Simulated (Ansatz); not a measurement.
# Work function of Au(111): what the settings cost and change

Aim: the numerical settings behind the work function of Au(111), with the cost of each.

Program: Ansatz 0.2.0. Level of theory: plane-wave DFT, PBE, Ansatz PAW. Results are calculated unless marked as measured.

Most raw output is cut from this account.

## 1. Set-up

The cell holds 7 atoms: 7 Au. Cell: a = 2.885 Å, b = 2.885 Å, c = 32.134 Å, α = 90.0°, β = 90.0°, γ = 60.0°. Vacuum lies along c.

## 2. Slab, setting cutoff 200 eV

A work function rests on the faint tail of the density, so the SCF threshold is tight. The cutoff is raised first; then mesh and smearing are varied at the default cutoff.

input.yaml

```yaml
crystal:
  lattice:
    - [2.8849956672, 0.0, 0.0]
    - [1.4424978336, 2.4984795376, 0.0]
    - [0.0, 0.0, 32.1335345898]
  atoms:
    - { symbol: Au, position: [0.0, 0.0, 0.2800812334] }
    - { symbol: Au, position: [0.3333333333, 0.3333333333, 0.3533874889] }
    - { symbol: Au, position: [0.6666666667, 0.6666666667, 0.4266937445] }
    - { symbol: Au, position: [0.0, 0.0, 0.5] }
    - { symbol: Au, position: [0.3333333333, 0.3333333333, 0.5733062555] }
    - { symbol: Au, position: [0.6666666667, 0.6666666667, 0.6466125111] }
    - { symbol: Au, position: [0.0, 0.0, 0.7199187666] }
kpoints:
  mp_grid: { grid: [16, 16, 1] }
hamiltonian:
  xc: pbe
scf:
  occupations: { method: fermi_dirac, width: 0.1 }
  convergence: { dr2_threshold: 1.0e-09 }
efield:
  axis: 3
  dipole_correction: true
  ramp_position: 0.97
  ramp_width: 0.06
basis:
  ecutwfc: "200 eV"
output:
  write_potential: true
  write_density: true
  volumetric_format: npy
  elf: true
```

Run with:

```console
$ ansatz run input.yaml --threads 2 --pin off --max-ram 3072MiB --backend cpu --events-out ev --progress --plain --runs-dir out
```

It took 89 s on 2 threads of Arm Neoverse N1, shared host; peak memory 0.45 GiB; 62 s of CPU time.

This step gave:

```
energy at zero smearing   : -91976.4895 eV
work function, upper face : 5.619 eV
```

Running mean over 2.356 Å of the planar mean; the ramp of the sawtooth is left out. Electron's electrostatic potential energy less the Fermi level against z:

| z (Å) | electron's electrostatic potential energy less the Fermi level (eV) |
| --- | --- |
| 4 | 5.51 |
| 5 | 5.43 |
| 6 | 5.26 |
| 7 | 4.13 |
| 8 | -3.46 |
| 9 | -8.35 |
| 10 | -8.74 |
| 11 | -8.87 |
| 12 | -8.90 |
| 13 | -8.88 |
| 14 | -8.88 |
| 15 | -8.89 |
| 16 | -8.90 |
| 17 | -8.89 |
| 18 | -8.88 |
| 19 | -8.88 |
| 20 | -8.89 |
| 21 | -8.88 |
| 22 | -8.76 |
| 23 | -8.45 |
| 24 | -4.66 |
| 25 | 3.59 |
| 26 | 5.22 |
| 27 | 5.41 |
| 28 | 5.50 |

Valence density in the ca plane at fractional y = 0.000, with atoms of Au within 0.2 Å of it. It is the smooth field of the valence electrons, not physical close to the nuclei.

Ten steps, logarithmic in the rise over the least value, from '0' (0 e/Å³) to '9' (13 e/Å³), each cell a mean:
```
11112222369986322221111222226899741000000000
21123322257774222332112232224677531000000000
22234432224442223443223444222344310000000000
32245542122222124554223555312222110000000000
32245542223332224553223554322233210000000000
21233332246653223332222343223566421000000000
11122222368885322221111222225788631000000000
11112222479997322221111122136899841000000000
```
Columns run along c (16.0 Å, from fractional 0.38 to 0.88 of the cell), rows up along a (2.9 Å). Atoms in or near the plane, at fractional coordinates: Au at (0.50, 0.00), Au at (0.72, 0.00).

ELF in the ca plane at fractional y = 0.000, with atoms of Au within 0.2 Å of it. It is the smooth field of the valence electrons, not physical close to the nuclei.

Ten even steps from '0' (0.00) to '9' (0.77), each cell a mean:
```
11122222367876222222111222225788643100000000
12222222246664222222221222224666532000000000
22234432223432223443222443222344321000000000
32245542222222224553223555222233320000000000
22235532222322224553223454222233221000000000
22223322235553222332222332223455432000000000
11122222257775222222111222225677642100000000
10023322368986222322001232225798753100000000
```
Columns run along c (16.0 Å, from fractional 0.38 to 0.88 of the cell), rows up along a (2.9 Å). Atoms in or near the plane, at fractional coordinates: Au at (0.50, 0.00), Au at (0.72, 0.00).

Electrostatic potential energy in the ca plane at fractional y = 0.000, with atoms of Au within 0.2 Å of it. With pseudopotentials it is smooth inside the atoms' cores, unlike the true potential.

Ten even steps from '0' (-45 eV) to '9' (13 eV), each cell a mean:
```
99999999730003899999999999985100279999999999
99988889862136898888999888997412589999999999
89886688987678987668998767898767899999999999
88875578998899987457887546899989999999999999
88875578998889987557888656899888999999999999
89987789875457998778998878898644789999999999
99998899840015899889999989986200379999999999
99999999720003899999999999984000169999999999
```
Columns run along c (16.0 Å, from fractional 0.38 to 0.88 of the cell; values clipped at the 3rd and 97th percentile), rows up along a (2.9 Å). Atoms in or near the plane, at fractional coordinates: Au at (0.50, 0.00), Au at (0.72, 0.00).

The work function is 5.619 eV. The program marks this work function as in doubt.

## 3. Run

Changes to input.yaml since step 2:

```diff
@@ -26,3 +26,3 @@
 basis:
-  ecutwfc: "200 eV"
+  ecutwfc: "300 eV"
 output:
@@ -31,2 +31 @@
   volumetric_format: npy
-  elf: true
```

The job ended after 2.2 min (2 threads; peak memory 0.6 GiB; 99 s of CPU time).

The work function is 5.165 eV, -0.453 eV from the run “cutoff 200 eV”, at 1.6 times its CPU time.

## 4. Run

Changes to input.yaml since step 3:

```diff
@@ -26,3 +26,3 @@
 basis:
-  ecutwfc: "300 eV"
+  ecutwfc: "420 eV"
 output:
```

The job ended after 2.3 min (2 threads; peak memory 0.83 GiB).

The work function is 5.164 eV, -0.455 eV from the run “cutoff 200 eV”, at 2.3 times its CPU time.

## 5. Slab

Changes to input.yaml since step 4:

```diff
@@ -26,3 +26,3 @@
 basis:
-  ecutwfc: "420 eV"
+  ecutwfc: "600 eV"
 output:
```

The job ended after 3.3 min (2 threads; peak memory 1.2 GiB).

The work function is 5.164 eV, +0.000 eV from the run “cutoff 420 eV”, at 1.6 times its CPU time.

## 6. Run

Changes to input.yaml since step 5:

```diff
@@ -14,3 +14,3 @@
 kpoints:
-  mp_grid: { grid: [16, 16, 1] }
+  mp_grid: { grid: [3, 3, 1] }
 hamiltonian:
@@ -25,4 +25,2 @@
   ramp_width: 0.06
-basis:
-  ecutwfc: "600 eV"
 output:
```

The job ended after 19 s (2 threads; peak memory 0.47 GiB).

The work function is 5.450 eV, +0.287 eV from the run “cutoff 420 eV”, at 0.10 times its CPU time.

## 7. Slab

Changes to input.yaml since step 6:

```diff
@@ -14,3 +14,3 @@
 kpoints:
-  mp_grid: { grid: [3, 3, 1] }
+  mp_grid: { grid: [5, 5, 1] }
 hamiltonian:
```

The job ended after 30 s (2 threads; peak memory 0.49 GiB).

The work function is 5.414 eV, +0.250 eV from the run “cutoff 420 eV”, at 0.17 times its CPU time.

## 8. Slab

Changes to input.yaml since step 7:

```diff
@@ -14,3 +14,3 @@
 kpoints:
-  mp_grid: { grid: [5, 5, 1] }
+  mp_grid: { grid: [11, 11, 1] }
 hamiltonian:
```

Wall time 84 s (2 threads); peak memory 0.63 GiB.

The work function is 5.178 eV, +0.014 eV from the run “cutoff 420 eV”, at 0.56 times its CPU time.

## 9. Slab

Changes to input.yaml since step 8:

```diff
@@ -14,3 +14,3 @@
 kpoints:
-  mp_grid: { grid: [11, 11, 1] }
+  mp_grid: { grid: [24, 24, 1] }
 hamiltonian:
```

The job ended after 3.9 min (2 threads; peak memory 1.3 GiB).

The work function is 5.143 eV, -0.020 eV from the run “cutoff 420 eV”, at 2.1 times its CPU time.

## 10. Run

Changes to input.yaml since step 9:

```diff
@@ -14,3 +14,3 @@
 kpoints:
-  mp_grid: { grid: [24, 24, 1] }
+  mp_grid: { grid: [16, 16, 1] }
 hamiltonian:
@@ -18,3 +18,3 @@
 scf:
-  occupations: { method: fermi_dirac, width: 0.1 }
+  occupations: { method: gaussian, width: 0.05 }
   convergence: { dr2_threshold: 1.0e-09 }
```

Elapsed: 1.9 min, on 2 threads; peak memory 0.83 GiB.

The work function is 5.195 eV, +0.031 eV from the run “cutoff 420 eV”, at 1.0 times its CPU time.

## 11. Slab

Changes to input.yaml since step 10:

```diff
@@ -18,3 +18,3 @@
 scf:
-  occupations: { method: gaussian, width: 0.05 }
+  occupations: { method: methfessel_paxton, width: 0.2 }
   convergence: { dr2_threshold: 1.0e-09 }
```

The job ended after 2.2 min (2 threads; peak memory 0.83 GiB; 2.4 min of CPU time).

The work function is 5.164 eV, +0.001 eV from the run “cutoff 420 eV”, at 1.0 times its CPU time.

## 12. Slab

Changes to input.yaml since step 11:

```diff
@@ -18,3 +18,3 @@
 scf:
-  occupations: { method: methfessel_paxton, width: 0.2 }
+  occupations: { method: fermi_dirac, width: 0.3 }
   convergence: { dr2_threshold: 1.0e-09 }
```

It took 2.1 min on 2 threads; peak memory 0.89 GiB; 2.7 min of CPU time.

The work function is 5.186 eV, +0.022 eV from the run “cutoff 420 eV”, at 1.1 times its CPU time.

## 13. Run

Changes to input.yaml since step 12:

```diff
@@ -18,3 +18,3 @@
 scf:
-  occupations: { method: fermi_dirac, width: 0.3 }
+  occupations: { method: cold, width: 0.1 }
   convergence: { dr2_threshold: 1.0e-09 }
```

It took 2.5 min on 2 threads; peak memory 0.82 GiB; 2.5 min of CPU time.

The work function is 5.176 eV, +0.013 eV from the run “cutoff 420 eV”, at 1.1 times its CPU time.

## 14. The series together

Times are for 2 threads of Arm Neoverse N1, shared host. Results by setting:

```csv
no.,setting,"work function, upper face (eV)",time,memory (GiB)
1,cutoff 200 eV,5.619,89 s,0.45
2,cutoff 300 eV,5.165,2.2 min,0.6
3,cutoff 420 eV,5.164,2.3 min,0.83
4,cutoff 600 eV,5.164,3.3 min,1.2
5,mesh 3x3,5.450,19 s,0.47
6,mesh 5x5,5.414,30 s,0.49
7,mesh 11x11,5.178,84 s,0.63
8,mesh 24x24,5.143,3.9 min,1.3
9,Gaussian smearing 0.05 eV,5.195,1.9 min,0.83
10,methfessel_paxton smearing 0.2 eV,5.164,2.2 min,0.83
11,fermi_dirac smearing 0.3 eV,5.186,2.1 min,0.89
12,cold smearing 0.1 eV,5.176,2.5 min,0.82
```

## 15. A changed input

An input spoilt on purpose, to show how the run answers: it repeats the earlier run “cutoff 200 eV” with crystal.lattice to [[1.52667335, 0.0, 0.0], [0.76333668, 1.32213791, 0.0], [0.0, 0.0, 17.00432743]], and scf.max_iter set to 75; its output block differs too.

The cell differs from the one that the last finished run ended in (a 2.885 → 1.527 Å, b 2.885 → 1.527 Å, c 32.134 → 17.004 Å).

input.yaml, the sections that differ from step 13:

```yaml
crystal:
  lattice:
    - [1.52667335, 0.0, 0.0]
    - [0.76333668, 1.32213791, 0.0]
    - [0.0, 0.0, 17.00432743]
  atoms:
    - { symbol: Au, position: [0.0, 0.0, 0.2800812334] }
    - { symbol: Au, position: [0.3333333333, 0.3333333333, 0.3533874889] }
    - { symbol: Au, position: [0.6666666667, 0.6666666667, 0.4266937445] }
    - { symbol: Au, position: [0.0, 0.0, 0.5] }
    - { symbol: Au, position: [0.3333333333, 0.3333333333, 0.5733062555] }
    - { symbol: Au, position: [0.6666666667, 0.6666666667, 0.6466125111] }
    - { symbol: Au, position: [0.0, 0.0, 0.7199187666] }
scf:
  occupations: { method: fermi_dirac, width: 0.1 }
  convergence: { dr2_threshold: 1.0e-09 }
  max_iter: 75
basis:
  ecutwfc: "200 eV"
# kpoints, hamiltonian, efield, output: as in step 13
```

Elapsed: 2.4 min, on 2 threads; peak memory 0.28 GiB.

Residual by cycle:

cycle, log10 residual and a bar from the least value:
```
        1        5.1 ##############################
        4        4.3 ############################
        7        4.1 ############################
        9        3.8 ###########################
       12        2.5 #########################
       15        2.2 ########################
       18        1.4 ######################
       21        0.9 #####################
       24       -1.7 ################
       26       -3.3 #############
       29       -5.8 ########
       32       -9.6
```

After 32 cycles the residual stands at 2.7e-10, still falling.

The program's message: “Error: refused after 32 iterations: one_centre_occupation = 2.21e0 (threshold 2.00e0); read on the Au atom at site 5 (counted from 0), in its partial waves of l = 1. The loop had accepted its state. T …”

The fault put into the input: a lattice far too small.

## 16. Summary of results

- work function, cutoff 200 eV: 5.619 eV
- work function, cutoff 420 eV: 5.164 eV
- work function, cutoff 600 eV: 5.164 eV
- work function, mesh 24x24: 5.143 eV

**Reading.** The run at the highest cutoff gives 5.16 eV, and the settings tried spread the value from 5.14 to 5.62 eV. Against 600 eV, a cutoff of 200 eV is off by +0.455 eV. Against 600 eV, a cutoff of 420 eV is off by -0.000 eV. Against the finest mesh, 24 points along a, the coarser ones are off by +0.31 (3), +0.27 (5) and +0.03 (11) eV. The smearing schemes and widths spread it over 0.03 eV. The program marks the value as in doubt in “cutoff 200 eV”. A compiled measured value is 5.33 eV (arxiv:1702.08515, 2017), but the real face reconstructs and these slabs don't, so it is no test of the method. The ladder's slabs use the tabulated experimental lattice constant (two decimals; a low-temperature value for the alkali metals). In 1 run of the series (cutoff 200 eV) the program warns that electrons reach the sawtooth's ramp, which makes dipole and work function less sure.

[Logs are printed without paths, hosts, clocks, repeated set-up lines and the standing remarks that a program may print on its own settings, such as how far it seeks lower states.]

[Hosts, paths, dates, database ids (printed as entryN), source tags and the programs' standing remarks are cut or masked in the printed files.]

[Maps of the electrostatic potential energy from Ansatz leave out the sawtooth potential of an applied field or a dipole correction, so their vacuum need not be flat; planar profiles and work functions include it.]
